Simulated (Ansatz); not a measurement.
**5-layer antimonene (AA') in a perpendicular field**

Aim: how the 5-layer antimonene (AA') screens a field along its normal, and what the field does to its bands. A positive field points along +c.

Main program and level: Ansatz 0.2.0; plane-wave DFT, PBE-D3(BJ), Ansatz PAW.

## Step 1: The structure

The cell holds 10 atoms: 10 Sb. Cell: a = 4.120 Å, b = 4.120 Å, c = 71.550 Å, α = 90.0°, β = 90.0°, γ = 120.0°. Regions: layer 1: antimonene, 2 atoms (2 Sb); layer 2: antimonene, 2 atoms (2 Sb); layer 3: antimonene, 2 atoms (2 Sb); layer 4: antimonene, 2 atoms (2 Sb); layer 5: antimonene, 2 atoms (2 Sb). Vacuum lies along c.

## Step 2: Relaxation

The starting cell is a guess, so the in-plane lattice and the atoms are relaxed first, with the slab cut off from its images along the normal.

Contents of input.yaml:

```yaml
crystal:
  lattice:
    - [4.12, 0.0, 0.0]
    - [-2.06, 3.5680246636, 0.0]
    - [0.0, 0.0, 71.5500000036]
  atoms:
    - { symbol: Sb, position: [0.6666666667, 0.3333333333, 0.358490566] }
    - { symbol: Sb, position: [0.3333333333, 0.6666666667, 0.3815513627] }
    - { symbol: Sb, position: [0.3333333333, 0.6666666667, 0.4234800839] }
    - { symbol: Sb, position: [0.6666666667, 0.3333333333, 0.4465408805] }
    - { symbol: Sb, position: [0.6666666667, 0.3333333333, 0.4884696017] }
    - { symbol: Sb, position: [0.3333333333, 0.6666666667, 0.5115303983] }
    - { symbol: Sb, position: [0.3333333333, 0.6666666667, 0.5534591195] }
    - { symbol: Sb, position: [0.6666666667, 0.3333333333, 0.5765199161] }
    - { symbol: Sb, position: [0.6666666667, 0.3333333333, 0.6184486373] }
    - { symbol: Sb, position: [0.3333333333, 0.6666666667, 0.641509434] }
  periodic: [true, true, false]
kpoints:
  mp_grid: { grid: [12, 12, 1] }
hamiltonian:
  xc: pbe
  dispersion: d3bj
scf:
  occupations: { method: fermi_dirac, width: 0.05 }
  convergence: { dr2_threshold: 1.0e-09 }
relax:
  f_tol: 0.004
  max_steps: 90
  cell: {}
output:
  write_potential: true
  write_density: true
  volumetric_format: npy
```

Started as:

```
ansatz run input.yaml --threads 4 --pin off --max-ram 16384MiB --backend cpu --events-out ev --progress --plain --runs-dir out
```

Numbers of over 12 decimals in the logs are rounded to 6 here.

The program printed:

```text
Warning: relax.cell: scf.convergence.dr2_threshold = 1e-9 eV is looser than the 1.09282152812e-10 eV advised for a relaxation that steers and ends on the stress (1e-10 eV for each atom of the cell: 10, times the square of relax.cell.stress_2d_tol = 0.05 N/m over 30.3 Å (the atoms' height at the walk's start and 5 Å past either face), 1.653e-2 GPa, over a crystal's default 0.05). What an SCF threshold leaves in a stress goes as its square root, and in the free energy as the threshold itself, and one threshold admits the most on a small cell: [figures from the program's tests cut] Set scf.convergence.dr2_threshold to 1.09282152812e-10 eV or tighter. [rest of the remark cut]
Engine: ansatz 0.2.0, aarch64-unknown-linux-gnu
Pseudopotentials: kind: paw
Pseudopotential: Sb, paw, valence charge 15, recommended cutoff 420 eV (normal), Sb.paw.azcp
Functional definition: PBE
  parameter kappa = 0.804
  parameter beta = 0.066725
  exchange = pbe_x(kappa = kappa, mu = beta*pi^2/3)
  correlation = pbe_c(beta = beta)
Crystal: 10 atoms, lattice volume = 1051.804 Å³
Basis set: ecut = 420 eV, 20351 PW (Γ), exchange–correlation on 60×60×960 points (8 copies of the dense FFT grid, shifted against one another)
Bands: 90, of which v1, the nominal top of the filled ones, is band 75 counted from 1 (74 counted from 0)
Symmetry: 12 space group operations
Space group: P-3m1 (ITA 164), of the structure as read, at distance tolerance 1.0e-4 Å
k-points: 19 of 144
Non-local potential: Sb, projectors of the file, l = 0: 2, l = 1: 2, l = 2: 2, l = 3: 2
PAW form: soft (Blöchl's): semilocal exchange-correlation on the pseudo side does not see the compensation charge
PAW one-centre angular grid: Sb, 590 points (default); XC on 64 Gauss nodes
Initial density: superposition of atomic densities (neutral atoms: chi_scale 0, normalization atom), corrected by the library's trained network
Initial wavefunctions: pseudopotential atomic-orbital guess
Functional: x = pbe(κ = 0.804, μ = 0.219515), c = pbe(β = 0.066725)
SCF iter   1: F=—  HF=-64846.428360 eV  |F-HF|=—  |Δ(HF+E_count)|=         —  Δρ=1.52e-3  dr2=8.96e-1  ethr=1.77e-3  ⟨swp⟩=11.8  Hψ=9451  notcnv=0  defer=28
preconditioner: auto → LDOS  [metal: Δε(μ)=0.050 eV  Ē_g=7.522 eV  σ=0.050 eV  W_gap=0.24  n_scr=170 (ndim 8)  ℏωp=8.1 eV  f_vac=0.663  D(μ)=5.09/eV (n_scr^D=20)  β→1.0]
SCF iter   2: F=—  HF=-64846.396093 eV  |F-HF|=—  |Δ(HF+E_count)|=   3.23e-2  Δρ=6.81e-4  dr2=2.58e-2  ethr=5.97e-4  ⟨swp⟩=2.4  Hψ=2271  notcnv=0  defer=83
SCF iter   3: F=—  HF=-64846.392905 eV  |F-HF|=—  |Δ(HF+E_count)|=   3.19e-3  Δρ=4.69e-4  dr2=1.22e-2  ethr=1.72e-5  ⟨swp⟩=3.0  Hψ=3620  notcnv=0  defer=83
SCF iter   4: F=—  HF=-64846.391909 eV  |F-HF|=—  |Δ(HF+E_count)|=   9.96e-4  Δρ=1.39e-4  dr2=3.20e-4  ethr=8.12e-6  ⟨swp⟩=2.5  Hψ=3148  notcnv=0  defer=83
SCF iter   5: F=—  HF=-64846.391820 eV  |F-HF|=—  |Δ(HF+E_count)|=   8.89e-5  Δρ=4.28e-5  dr2=5.41e-5  ethr=2.13e-7  ⟨swp⟩=3.0  Hψ=3554  notcnv=0  defer=83
SCF iter   6: F=—  HF=-64846.391821 eV  |F-HF|=—  |Δ(HF+E_count)|=   1.01e-6  Δρ=1.33e-5  dr2=7.09e-6  ethr=3.61e-8  ⟨swp⟩=3.1  Hψ=3199  notcnv=0  defer=83
SCF iter   7: F=—  HF=-64846.391907 eV  |F-HF|=—  |Δ(HF+E_count)|=   8.62e-5  Δρ=4.55e-6  dr2=3.43e-7  ethr=4.73e-9  ⟨swp⟩=2.7  Hψ=3182  notcnv=0  defer=83
SCF iter   8: F=—  HF=-64846.391907 eV  |F-HF|=—  |Δ(HF+E_count)|=  3.78e-10  Δρ=1.11e-6  dr2=2.39e-8  ethr=2.29e-10  ⟨swp⟩=3.0  Hψ=3505  notcnv=0  defer=83
SCF iter   9: F=—  HF=-64846.391907 eV  |F-HF|=—  |Δ(HF+E_count)|=   7.88e-8  Δρ=3.74e-7  dr2=2.52e-9  ethr=1.59e-11  ⟨swp⟩=3.0  Hψ=3492  notcnv=0  defer=83
SCF iter  10: F=-64846.391907 eV  HF=-64846.391907 eV  |F-HF|=2.68e-9  |Δ(HF+E_count)|=   9.91e-9  Δρ=1.06e-7  dr2=2.27e-10  ethr=1.00e-12  ⟨swp⟩=11.2  Hψ=11598  notcnv=0
SCF 1 converged in 10 iterations: F = -64846.391907 eV  dr2 = 2.27e-10
  greatest PAW one-centre occupation: 0.996 electrons in one spin orbital (limit 2), on the Sb atom at site 7 (counted from 0), in its partial waves of l = 2
relax step   1: F+E_penalty+E_count = -64846.39190721 eV  Δ(F+E_penalty+E_count) = +0.000e0 eV  max|allowed force component| = 7.448e-1 eV/Å  Δτ_max = 0.0000 Å  P = -0.109 N/m  Ω = 1051.804 Å³  fix = [c, alpha, beta]  reactions: c -0.000 N/m  (10 SCF iters, accepted)
Crystal: 10 atoms, lattice volume = 1056.618 Å³
Basis set: ecut = 420 eV, 20387 PW (Γ), exchange–correlation on 60×60×960 points (8 copies of the dense FFT grid, shifted against one another)
Initial density: handed on by an earlier stage of this run
Initial wavefunctions: those handed on with the density
iter 1 solved again at ethr=5.98e-5 eV; its pass at ethr=3.10e-3 eV (dr2=8.97e-2 eV) is discarded
SCF iter   1: F=—  HF=-64846.603780 eV  |F-HF|=—  |Δ(HF+E_count)|=         —  Δρ=2.81e-3  dr2=9.16e-2  ethr=5.98e-5  ⟨swp⟩=3.9  Hψ=8325  notcnv=0  defer=2
preconditioner: auto → LDOS  [metal: Δε(μ)=0.044 eV  Ē_g=7.526 eV  σ=0.050 eV  W_gap=0.21  n_scr=170 (ndim 8)  ℏωp=8.1 eV  f_vac=0.658  D(μ)=4.95/eV (n_scr^D=20)  β→1.0]
SCF iter   2: F=—  HF=-64846.601951 eV  |F-HF|=—  |Δ(HF+E_count)|=   1.83e-3  Δρ=6.47e-4  dr2=1.52e-2  ethr=5.98e-5  ⟨swp⟩=3.3  Hψ=2557  notcnv=0
SCF iter   3: F=—  HF=-64846.599817 eV  |F-HF|=—  |Δ(HF+E_count)|=   2.13e-3  Δρ=4.02e-4  dr2=5.95e-3  ethr=1.01e-5  ⟨swp⟩=3.0  Hψ=3836  notcnv=0
SCF iter   4: F=—  HF=-64846.599011 eV  |F-HF|=—  |Δ(HF+E_count)|=   8.06e-4  Δρ=1.22e-4  dr2=7.65e-4  ethr=3.97e-6  ⟨swp⟩=2.1  Hψ=2792  notcnv=0
SCF iter   5: F=—  HF=-64846.598951 eV  |F-HF|=—  |Δ(HF+E_count)|=   5.99e-5  Δρ=4.59e-5  dr2=1.02e-4  ethr=5.10e-7  ⟨swp⟩=2.1  Hψ=2318  notcnv=0
SCF iter   6: F=—  HF=-64846.598940 eV  |F-HF|=—  |Δ(HF+E_count)|=   1.06e-5  Δρ=8.64e-6  dr2=3.03e-6  ethr=6.80e-8  ⟨swp⟩=2.7  Hψ=2929  notcnv=0
SCF iter   7: F=—  HF=-64846.599038 eV  |F-HF|=—  |Δ(HF+E_count)|=   9.73e-5  Δρ=4.19e-6  dr2=4.85e-7  ethr=2.02e-9  ⟨swp⟩=3.0  Hψ=3541  notcnv=0
SCF iter   8: F=—  HF=-64846.599038 eV  |F-HF|=—  |Δ(HF+E_count)|=   2.45e-7  Δρ=1.10e-6  dr2=1.84e-8  ethr=3.23e-10  ⟨swp⟩=2.9  Hψ=3201  notcnv=0
SCF iter   9: F=—  HF=-64846.599038 eV  |F-HF|=—  |Δ(HF+E_count)|=   7.36e-8  Δρ=3.98e-7  dr2=2.81e-9  ethr=1.23e-11  ⟨swp⟩=3.1  Hψ=3701  notcnv=0  defer=2
SCF iter  10: F=-64846.599038 eV  HF=-64846.599038 eV  |F-HF|=3.03e-9  |Δ(HF+E_count)|=   3.73e-9  Δρ=1.21e-7  dr2=2.18e-10  ethr=1.00e-12  ⟨swp⟩=11.7  Hψ=11571  notcnv=0
SCF 2 converged in 10 iterations: F = -64846.599038 eV  dr2 = 2.18e-10
[...]
relax step  10: F+E_penalty+E_count = -64847.10315685 eV  Δ(F+E_penalty+E_count) = -3.279e-2 eV  max|allowed force component| = 6.118e-2 eV/Å  Δτ_max = 0.1916 Å  P = -0.640 N/m  Ω = 1037.592 Å³  energy of the carried Pulay correction = +8.289e-4 eV  fix = [c, alpha, beta]  reactions: c -0.000 N/m  (11 SCF iters, accepted)
relax step  11: F+E_penalty+E_count = -64847.11987277 eV  Δ(F+E_penalty+E_count) = -1.672e-2 eV  max|allowed force component| = 6.661e-2 eV/Å  Δτ_max = 0.1925 Å  P = -0.616 N/m  Ω = 1032.670 Å³  energy of the carried Pulay correction = +1.119e-3 eV  fix = [c, alpha, beta]  reactions: c -0.000 N/m  (10 SCF iters, accepted)
relax step  12: F+E_penalty+E_count = -64847.12791104 eV  Δ(F+E_penalty+E_count) = -8.038e-3 eV  max|allowed force component| = 1.170e-2 eV/Å  Δτ_max = 0.1947 Å  P = -0.153 N/m  Ω = 1026.228 Å³  energy of the carried Pulay correction = +1.500e-3 eV  fix = [c, alpha, beta]  reactions: c -0.000 N/m  (11 SCF iters, accepted)
relax step  13: F+E_penalty+E_count = -64847.12808056 eV  Δ(F+E_penalty+E_count) = -1.695e-4 eV  max|allowed force component| = 9.884e-3 eV/Å  Δτ_max = 0.0087 Å  P = -0.013 N/m  Ω = 1024.499 Å³  energy of the carried Pulay correction = +1.603e-3 eV  fix = [c, alpha, beta]  reactions: c -0.000 N/m  (8 SCF iters, accepted)
relax step  14: F+E_penalty+E_count = -64847.12815262 eV  Δ(F+E_penalty+E_count) = -7.206e-5 eV  max|allowed force component| = 9.251e-4 eV/Å  Δτ_max = 0.0086 Å  P = -0.001 N/m  Ω = 1024.544 Å³  energy of the carried Pulay correction = +1.600e-3 eV  fix = [c, alpha, beta]  reactions: c -0.000 N/m  (9 SCF iters, accepted)
Initial wavefunctions: pseudopotential atomic-orbital guess (no wavefunctions were taken with the density)
iter 1 solved again at ethr=4.44e-7 eV; its pass at ethr=3.10e-3 eV (dr2=6.66e-4 eV) is discarded
SCF iter   1: F=—  HF=-64847.126355 eV  |F-HF|=—  |Δ(HF+E_count)|=         —  Δρ=1.37e-5  dr2=2.49e-7  ethr=4.44e-7  ⟨swp⟩=5.3  Hψ=14906  notcnv=0
eigensolver tolerance schedule: the retry pair's looser diagonalisation over-reported the residual by 2671.70 of it (diagonalisation noise at 0.62 of the residual, at the tolerance the schedule requests for it); recorded, not acted on — ethr = c·dr2/N_el stays at c = 1.0e-1
SCF iter   2: F=—  HF=-64847.126477 eV  |F-HF|=—  |Δ(HF+E_count)|=   1.22e-4  Δρ=1.93e-6  dr2=8.44e-8  ethr=1.66e-10  ⟨swp⟩=5.1  Hψ=5316  notcnv=0
SCF iter   3: F=—  HF=-64847.126477 eV  |F-HF|=—  |Δ(HF+E_count)|=   1.74e-8  Δρ=1.27e-6  dr2=3.31e-8  ethr=5.63e-11  ⟨swp⟩=3.0  Hψ=3512  notcnv=0
SCF iter   4: F=—  HF=-64847.126477 eV  |F-HF|=—  |Δ(HF+E_count)|=   6.21e-9  Δρ=2.90e-7  dr2=2.41e-9  ethr=2.21e-11  ⟨swp⟩=2.9  Hψ=3311  notcnv=0
SCF iter   5: F=—  HF=-64847.126477 eV  |F-HF|=—  |Δ(HF+E_count)|=  4.58e-10  Δρ=1.99e-7  dr2=5.10e-9  ethr=1.00e-12  ⟨swp⟩=16.6  Hψ=13827  notcnv=0
SCF iter   6: F=-64847.126477 eV  HF=-64847.126477 eV  |F-HF|=2.36e-9  |Δ(HF+E_count)|=  6.69e-10  Δρ=8.63e-8  dr2=5.95e-10  ethr=1.00e-12  ⟨swp⟩=7.8  Hψ=9863  notcnv=0
SCF 15 converged in 6 iterations: F = -64847.126477 eV  dr2 = 5.95e-10
relax step  15: F+E_penalty+E_count = -64847.12647707 eV  Δ(F+E_penalty+E_count) = +1.676e-3 eV  max|allowed force component| = 8.560e-4 eV/Å  Δτ_max = 0.0000 Å  P = +0.005 N/m  Ω = 1024.544 Å³  fix = [c, alpha, beta]  reactions: c +0.000 N/m  stress off target by 5.41e-3 N/m on what of the cell is left free  SCF on the basis re-selected at this cell (its energy is not comparable with the rows above)  (6 SCF iters)
basis re-selected at this cell: Δ(F+E_penalty+E_count) = +1.676e-3 eV, ΔP = +0.006 N/m vs the last step (what re-selecting the basis moved, of the pressure what is left beyond the Pulay correction that the steps carried, after the strain that the cell walked since its last selection, with what the two solves' SCF thresholds leave and, on support functions, any second-order correction that the steps lacked; it is no m [...]
WARN: The output density's exchange-correlation potential varies sharply where the density is thin. Do not read a vacuum level from v_tot or v_xc, or from such a field of the output density. On a cell that repeats whose density bears no net charge and no dipole along the vacuum's axis use v_es (v_loc + v_h of the components); under efield.dipole_correction with no amplitude use v_es + v_field, which holds any externa [...]
SCF converged after 6 iterations
Free energy (F): -64847.126477 eV
Harris-Foulkes:  -64847.126477 eV  (|F-HF|=2.36e-9)
Internal energy: -64847.124975 eV  (E = F + TS)
E sigma→0 (E₀):  -64847.125726 eV
Entropy (-TS):   -0.001502 eV (-0.150 meV/atom)
Fermi energy:    -4.191093 eV
--- Per-component energies (eV) ---
  E_band       = -3792.184398
  E_kinetic    = 2066.577649
  E_local      = -1239700.459043  (includes V_loc(G=0)·N_el)
  E_nonlocal   = 3621.236233
  E_hartree    = 618059.895657
  E_xc         = -1380.832610
  E_vxc        = -956.947101  (∫ρ·V_xc dr)
  E_paw        = -45752.273681  (= ΣΔE_a)
  E_vpaw       = -4942.391518  (= ΣTr[D̂ρ^β])
  E_aug_tail   = -0.000016  (compensation charges beyond the density's cutoff)
  E_ewald      = 598241.890637
  E_disp       = -3.159800  (pairwise vdW)
  E_smearing   = -0.001502  (= −TS)
  E_closure    = 0.000000  (closes the sum)
  Σ components = -64847.126477   (vs F -64847.126477, Δ=0.00e0)
--- Forces (eV/Å), atoms counted from 1 ---
  atom   1  Sb     0.00000000     0.00000000     0.00027341
  atom   2  Sb     0.00000000    -0.00000000    -0.00085599
  atom   3  Sb     0.00000000    -0.00000000     0.00080914
  atom   4  Sb     0.00000000     0.00000000     0.00022266
  atom   5  Sb    -0.00000000     0.00000000    -0.00038463
  atom   6  Sb     0.00000000    -0.00000000     0.00038463
  atom   7  Sb     0.00000000    -0.00000000    -0.00022266
  atom   8  Sb     0.00000000     0.00000000    -0.00080914
  atom   9  Sb     0.00000000     0.00000000     0.00085599
  atom  10  Sb     0.00000000    -0.00000000    -0.00027341
  max |Σ_I F_I| component: 1.39e-17 eV/Å
--- 2D stress c σ (N/m, compression-positive) ---
        0.005411       0.000000       0.000000
        0.000000       0.005411       0.000000
        0.000000       0.000000       0.000000
  P = ½ c Tr σ = 0.0054 N/m
--- Band table (eV; the first three rows and the last of 19) ---
  k-point 0: bands = [... 71 lower, -4.6924, -4.6779, -4.6779, -4.4594, -3.2860, -3.0535, -2.8376, -2.6944, ... 11 higher]
  k-point 1: bands = [... 71 lower, -4.8814, -4.8712, -4.8568, -4.4123, -2.7746, -2.6216, -2.4724, -2.3622, ... 11 higher]
  k-point 2: bands = [... 71 lower, -5.2660, -5.2517, -4.8764, -4.4463, -3.1907, -3.0807, -2.9483, -2.8123, ... 11 higher]
  k-point 18: bands = [... 71 lower, -6.3791, -6.3791, -6.2921, -6.2921, -3.8426, -3.6778, -3.4555, -3.2215, ... 11 higher]
  the weakly bound empty levels are not read free of the cell's end (no_gap_told)
--- Relaxed structure (14 steps of the walk, 14 accepted, 1 SCFs on fresh bases) ---
  F+E_penalty+E_count = -64847.12647707 eV   max|allowed force component| = 8.560e-4 eV/Å   (the final SCF, on the basis selected at the relaxed cell)
  cell:  # Å, volume = 1024.5436 Å³
    - [4.066260, 0.0, 0.0]
    - [-2.033130, 3.521484, 0.0]
    - [0.0, 0.0, 71.5500000036]
  atoms:
    - { symbol: Sb, position: [0.666667, 0.333333, 0.330084] }
    - { symbol: Sb, position: [0.333333, 0.666667, 0.353179] }
    - { symbol: Sb, position: [0.333333, 0.666667, 0.409385] }
    - { symbol: Sb, position: [0.666667, 0.333333, 0.432492] }
    - { symbol: Sb, position: [0.666667, 0.333333, 0.488446] }
    - { symbol: Sb, position: [0.333333, 0.666667, 0.511554] }
    - { symbol: Sb, position: [0.333333, 0.666667, 0.567508] }
    - { symbol: Sb, position: [0.666667, 0.333333, 0.590615] }
    - { symbol: Sb, position: [0.666667, 0.333333, 0.646821] }
    - { symbol: Sb, position: [0.333333, 0.666667, 0.669916] }
```

It took 7.1 min on 4 threads of Arm Neoverse V2, shared host; peak memory 2.9 GiB; 28 min of CPU time.

Relaxation path:

```csv
step,energy less that of the first step (eV),largest force component (eV/Å),volume (Å³)
1,0.0000,0.7448,1051.80
2,-0.2071,0.4346,1056.62
3,-0.3480,0.2503,1057.08
4,-0.4539,0.1925,1038.98
5,-0.5405,0.1355,1041.56
6,-0.6026,0.0711,1039.24
7,-0.6364,0.0576,1037.38
8,-0.6622,0.0880,1041.21
9,-0.6785,0.2921,1035.75
10,-0.7113,0.0612,1037.59
11,-0.7280,0.0666,1032.67
12,-0.7360,0.0117,1026.23
13,-0.7362,0.0099,1024.50
14,-0.7362,0.0009,1024.54
15*,-0.7346,0.0009,1024.54
```

Relaxation steps marked * repeat the geometry before them on a plane-wave basis chosen anew for their cell, so energy and pressure can jump there.

The run keeps the 12 symmetry operations that it works with, so distortions that break them were not tested.

```csv
cell as run,before,after,change
a (Å),4.120,4.066,-1.3 %
b (Å),4.120,4.066,-1.3 %
```

The atoms that moved most (Å, along periodic axes as changes of fractional coordinates times the final cell, across vacuum about the mean position):

```csv
atom,dx,dy,dz,length
Sb10,0.000,0.000,2.033,2.033
Sb1,0.000,0.000,-2.033,2.033
Sb2,0.000,0.000,-2.030,2.030
Sb9,0.000,0.000,2.030,2.030
Sb3,0.000,0.000,-1.009,1.009
Sb8,0.000,0.000,1.009,1.009
Sb7,0.000,0.000,1.005,1.005
Sb4,0.000,0.000,-1.005,1.005
```

This step gave:

```
energy at zero smearing : -64847.1257 eV
```

The lattice constant a goes from 4.120 to 4.066 Å.

(Continued in part 2 of 2.)

[Logs are printed without paths, hosts, clocks, repeated set-up lines and the standing remarks that a program may print on its own settings, such as how far it seeks lower states.]

[Hosts, paths, dates, database ids (printed as entryN), source tags and the programs' standing remarks are cut or masked in the printed files.]

[Maps of the electrostatic potential energy from Ansatz leave out the sawtooth potential of an applied field or a dipole correction, so their vacuum need not be flat; planar profiles and work functions include it.]
